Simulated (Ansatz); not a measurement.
# Ir(100) film, 1 layer, flat: channels in plane against thickness

How does quantum confinement change the conductance of Ir(100) film, 1 layer, flat and thicker films?

Main program and level: Ansatz 0.2.0; Ansatz plane-wave DFT, PBE, PAW files; ballistic transport by layer matching (Landauer), zero bias.

Report form: the programs' logs are mostly left out.

## 1. The starting structure

The cell holds 1 atom: 1 Ir. Cell: a = 11.000 Å, b = 2.715 Å, c = 2.715 Å, α = 90.0°, β = 90.0°, γ = 90.0°. It derives from Ir. Vacuum lies along a. The structure's axis is c.

## 2. With 1 layer

Vacuum lies along the first vector, which takes one k-point, and the current runs in the film's plane. One period is a perfect wire, so its channels are the result. Energies from -0.27 to 0.27 eV in steps of 0.036 eV cover the slope of the Fermi function at 300 K, so the program can form a conductance.

input.yaml

```yaml
crystal:
  lattice:
    - [11.0, 0.0, 0.0]
    - [0.0, 2.7148657757, 0.0]
    - [0.0, 0.0, 2.7148657757]
  atoms:
    - { symbol: Ir, position: [0.4090909091, 0.0, 0.0] }
kpoints:
  mp_grid: { grid: [1, 15, 15] }
hamiltonian:
  xc: pbe
scf:
  occupations: { method: fermi_dirac, width: 0.1 }
output:
  transmission:
    leads: [[0, 0]]
    kmesh: [1, 46]
    e_range: [-0.27, 0.27]
    de: 0.036
```

Run with:

```bash
$ ansatz run input.yaml --threads 4 --pin off --max-ram 8192MiB --backend cpu --events-out ev --progress --plain --runs-dir out
```

It took 93 s on 4 threads of Arm Neoverse V2, shared host; peak memory 0.68 GiB; 5.8 min of CPU time.

Numbers from this step:

```yaml
free_energy: -11932.5504 eV
energy_at_zero_smearing: -11932.5007 eV
fermi_energy: -0.6300 eV
cell_area: 29.86 Å²
estimated_errors_of_the_lead_s_conductance: 0, 5.4, 0.8 % (band edges, k-mesh, distance from neutral)
lead_conductance_per_cell: 3.017 G₀
```

Per spin. The open channels, zone mean, lead by energy, zero at the Fermi level:

```csv
energy (eV),"open channels, zone mean, lead"
-0.270,2.83
-0.234,3
-0.198,3.30
-0.162,3.22
-0.126,3.17
-0.090,3.22
-0.054,3.13
-0.018,3
0.018,3
0.054,3
0.090,2.91
0.126,2.83
0.162,2.78
0.198,2.63
0.234,2.63
0.270,2.72
```

The program's largest error estimate for it is 5.4 %, from the k-mesh.

## 3. With 2 layers, thickness 3.839 A

The film grows to 2 layers.

System of this step: Ir(100) film, 2 layers, flat. The cell holds 2 atoms: 2 Ir. Cell: a = 12.920 Å, b = 2.715 Å, c = 2.715 Å, α = 90.0°, β = 90.0°, γ = 90.0°. It derives from Ir. Vacuum lies along a. The structure's axis is c.

input.yaml, the sections that differ from step 2:

```yaml
crystal:
  lattice:
    - [12.9197, 0.0, 0.0]
    - [0.0, 2.7148657757, 0.0]
    - [0.0, 0.0, 2.7148657757]
  atoms:
    - { symbol: Ir, position: [0.3483053012, 0.0, 0.0] }
    - { symbol: Ir, position: [0.4968923427, 0.5, 0.5] }
# kpoints, hamiltonian, scf, output: as in step 2
```

Wall time 3.3 min (4 threads); peak memory 0.97 GiB.

This step gave:

| Item | Value |
| --- | --- |
| free energy | -23867.8908 eV |
| energy at zero smearing | -23867.8201 eV |
| Fermi energy | 3.601 eV |
| cell area | 35.08 Å² |
| estimated errors of the lead's conductance | 0, 5.5, 1.3 % (band edges, k-mesh, distance from neutral) |
| lead conductance per cell | 3.637 G₀ |

Per spin. Table of open channels, zone mean, lead by energy, zero at the Fermi level:

```
energy (eV)  open channels, zone mean, lead
     -0.270                            3.65
     -0.234                            3.78
     -0.198                            3.87
     -0.162                            3.91
     -0.126                            3.70
     -0.090                            3.52
     -0.054                            3.70
     -0.018                            3.91
      0.018                            3.48
      0.054                            3.35
      0.090                            2.96
      0.126                            2.78
      0.162                            2.67
      0.198                            2.59
      0.234                            2.46
      0.270                            2.46
```

The lead conductance per cell is 3.64 G₀, 21 % over the 3.02 G₀ of the last finished run.

## 4. With 3 layers, thickness 5.759 A

The film grows to 3 layers.

System of this step: Ir(100) film, 3 layers, flat. The cell holds 3 atoms: 3 Ir. Its edges and angles: a = 14.839 Å, b = 2.715 Å, c = 2.715 Å, α = 90.0°, β = 90.0°, γ = 90.0°. It derives from Ir. Vacuum lies along a. The structure's axis is c.

input.yaml, the sections that differ from step 3:

```yaml
crystal:
  lattice:
    - [14.8394, 0.0, 0.0]
    - [0.0, 2.7148657757, 0.0]
    - [0.0, 0.0, 2.7148657757]
  atoms:
    - { symbol: Ir, position: [0.303246762, 0.0, 0.0] }
    - { symbol: Ir, position: [0.4326118307, 0.5, 0.5] }
    - { symbol: Ir, position: [0.5619768993, 0.0, 0.0] }
# kpoints, hamiltonian, scf, output: as in step 3
```

It took 5.7 min on 4 threads; peak memory 1.3 GiB; 22 min of CPU time.

Numbers from this step:

```yaml
free_energy: -35803.2930 eV
energy_at_zero_smearing: -35803.2232 eV
fermi_energy: 6.597 eV
cell_area: 40.29 Å²
estimated_errors_of_the_lead_s_conductance: 0, 4.4, 0.8 % (band edges, k-mesh, distance from neutral)
lead_conductance_per_cell: 4.242 G₀
```

Per spin. Table of open channels, zone mean, lead by energy, zero at the Fermi level:

| energy (eV) | open channels, zone mean, lead |
| --- | --- |
| -0.270 | 4.09 |
| -0.234 | 3.87 |
| -0.198 | 3.74 |
| -0.162 | 3.78 |
| -0.126 | 3.87 |
| -0.090 | 3.87 |
| -0.054 | 4 |
| -0.018 | 4.13 |
| 0.018 | 4.35 |
| 0.054 | 4.43 |
| 0.090 | 4.39 |
| 0.126 | 4.33 |
| 0.162 | 4.37 |
| 0.198 | 4.33 |
| 0.234 | 4.28 |
| 0.270 | 4.37 |

The lead conductance per cell is 4.24 G₀, 17 % over the 3.64 G₀ of the last finished run.

## 5. With 4 layers, thickness 7.679 A

The film grows to 4 layers.

System of this step: Ir(100) film, 4 layers, flat. The cell holds 4 atoms: 4 Ir. Cell: a = 16.759 Å, b = 2.715 Å, c = 2.715 Å, α = 90.0°, β = 90.0°, γ = 90.0°. It derives from Ir. Vacuum lies along a. The structure's axis is c.

input.yaml, the sections that differ from step 4:

```yaml
crystal:
  lattice:
    - [16.7591, 0.0, 0.0]
    - [0.0, 2.7148657757, 0.0]
    - [0.0, 0.0, 2.7148657757]
  atoms:
    - { symbol: Ir, position: [0.2685108389, 0.0, 0.0] }
    - { symbol: Ir, position: [0.3830575628, 0.5, 0.5] }
    - { symbol: Ir, position: [0.4976042866, 0.0, 0.0] }
    - { symbol: Ir, position: [0.6121510105, 0.5, 0.5] }
# kpoints, hamiltonian, scf, output: as in step 4
```

Run time: 11 min. Hardware: 4 threads; peak memory 1.7 GiB; 40 min of CPU time.

This step gave:

* free energy: -47738.5744 eV
* energy at zero smearing: -47738.4794 eV
* Fermi energy: 8.756 eV
* cell area: 45.50 Å²
* estimated errors of the lead's conductance: 0, 5.4, 0.3 % (band edges, k-mesh, distance from neutral)
* lead conductance per cell: 6.213 G₀

Per spin. Open channels, zone mean, lead against energy, zero at the Fermi level:

| energy (eV) | open channels, zone mean, lead |
| --- | --- |
| -0.270 | 6.04 |
| -0.234 | 6.09 |
| -0.198 | 6.22 |
| -0.162 | 6.78 |
| -0.126 | 6.61 |
| -0.090 | 6.57 |
| -0.054 | 6.35 |
| -0.018 | 6.20 |
| 0.018 | 6.37 |
| 0.054 | 6.11 |
| 0.090 | 5.78 |
| 0.126 | 5.22 |
| 0.162 | 4.96 |
| 0.198 | 4.91 |
| 0.234 | 4.57 |
| 0.270 | 4.35 |

The lead conductance per cell is 6.21 G₀, 46 % over the 4.24 G₀ of the last finished run.

## 6. With 5 layers, thickness 9.598 A

The film grows to 5 layers.

System of this step: Ir(100) film, 5 layers, flat. The cell holds 5 atoms: 5 Ir. Cell: a = 18.679 Å, b = 2.715 Å, c = 2.715 Å, α = 90.0°, β = 90.0°, γ = 90.0°. It derives from Ir. Vacuum lies along a. The structure's axis is c.

input.yaml, the sections that differ from step 5:

```yaml
crystal:
  lattice:
    - [18.6788, 0.0, 0.0]
    - [0.0, 2.7148657757, 0.0]
    - [0.0, 0.0, 2.7148657757]
  atoms:
    - { symbol: Ir, position: [0.2409148339, 0.0, 0.0] }
    - { symbol: Ir, position: [0.3436891021, 0.5, 0.5] }
    - { symbol: Ir, position: [0.4464633702, 0.0, 0.0] }
    - { symbol: Ir, position: [0.5492376384, 0.5, 0.5] }
    - { symbol: Ir, position: [0.6520119065, 0.0, 0.0] }
# kpoints, hamiltonian, scf, output: as in step 5
```

Run time: 15 min. Hardware: 4 threads; peak memory 2 GiB; 59 min of CPU time.

Numbers from this step:

```yaml
free_energy: -59673.9090 eV
energy_at_zero_smearing: -59673.8122 eV
fermi_energy: 10.52 eV
cell_area: 50.71 Å²
estimated_errors_of_the_lead_s_conductance: 0, 6.6, 1.2 % (band edges, k-mesh, distance from neutral)
lead_conductance_per_cell: 6.002 G₀
```

Per spin. Table of open channels, zone mean, lead by energy, zero at the Fermi level:

```
energy (eV)  open channels, zone mean, lead
     -0.270                            6.02
     -0.234                            5.72
     -0.198                            5.93
     -0.162                            5.67
     -0.126                            5.72
     -0.090                            5.70
     -0.054                            5.70
     -0.018                            5.78
      0.018                            5.91
      0.054                            6.48
      0.090                            6.65
      0.126                            6.52
      0.162                            6.87
      0.198                            7.04
      0.234                            6.96
      0.270                            6.24
```

The lead conductance per cell is 6.00 G₀, 3.4 % under the 6.21 G₀ of the last finished run, within the error estimates, leads' steps apart, of 5.4 and 6.6 %.

## 7. Cost and result by level

Times are for 4 threads of Arm Neoverse V2, shared host. Results by setting:

```csv
no.,layers,lead conductance per cell (G₀),time,memory (GiB)
1,1,3.017,93 s,0.68
2,2,3.637,3.3 min,0.97
3,3,4.242,5.7 min,1.3
4,4,6.213,11 min,1.7
5,5,6.002,15 min,2.0
```

The runs together. Table of open channels, zone mean by energy, zero at the Fermi level:

| energy (eV) | 1 | 2 | 3 | 4 | 5 |
| --- | --- | --- | --- | --- | --- |
| -0.270 | 2.83 | 3.65 | 4.09 | 6.04 | 6.02 |
| -0.234 | 3 | 3.78 | 3.87 | 6.09 | 5.72 |
| -0.198 | 3.30 | 3.87 | 3.74 | 6.22 | 5.93 |
| -0.162 | 3.22 | 3.91 | 3.78 | 6.78 | 5.67 |
| -0.126 | 3.17 | 3.70 | 3.87 | 6.61 | 5.72 |
| -0.090 | 3.22 | 3.52 | 3.87 | 6.57 | 5.70 |
| -0.054 | 3.13 | 3.70 | 4 | 6.35 | 5.70 |
| -0.018 | 3 | 3.91 | 4.13 | 6.20 | 5.78 |
| 0.018 | 3 | 3.48 | 4.35 | 6.37 | 5.91 |
| 0.054 | 3 | 3.35 | 4.43 | 6.11 | 6.48 |
| 0.090 | 2.91 | 2.96 | 4.39 | 5.78 | 6.65 |
| 0.126 | 2.83 | 2.78 | 4.33 | 5.22 | 6.52 |
| 0.162 | 2.78 | 2.67 | 4.37 | 4.96 | 6.87 |
| 0.198 | 2.63 | 2.59 | 4.33 | 4.91 | 7.04 |
| 0.234 | 2.63 | 2.46 | 4.28 | 4.57 | 6.96 |
| 0.270 | 2.72 | 2.46 | 4.37 | 4.35 | 6.24 |

## 8. Outcome

| Quantity | Value |
| --- | --- |
| conductance per cell, 1 layer | 3.02 G₀ |
| conductance per cell, 2 layers | 3.64 G₀ |
| conductance per cell, 3 layers | 4.24 G₀ |
| conductance per cell, 4 layers | 6.21 G₀ |
| conductance per cell, 5 layers | 6.00 G₀ |

What this shows: The conductance per cell width goes from 3.02 G0 at 1 to 6.00 G0 at 5 layers. Over the film's own cross-section (layers × spacing × width) the conductance runs from 4.5 to 1.8×10¹⁵ S/m²; that nominal section leaves out the charge that spills into the vacuum, which flatters the thinnest films. The gains from one thickness to the next are 0.62, 0.60, 2.0 and -0.21 G0 per added layer; they differ by more than the error estimates allow, as expected where subbands cross the Fermi level in steps. The film repeats perfectly along the current, so nothing scatters; its faces are clean and not relaxed. Very thin films of this metal can turn magnetic, which an unpolarised run can't show. Spin-orbit coupling is left out, which matters for Ir.

[Logs are printed without paths, hosts, clocks, repeated set-up lines and the standing remarks that a program may print on its own settings, such as how far it seeks lower states.]

[Hosts, paths, dates, database ids (printed as entryN), source tags and the programs' standing remarks are cut or masked in the printed files.]
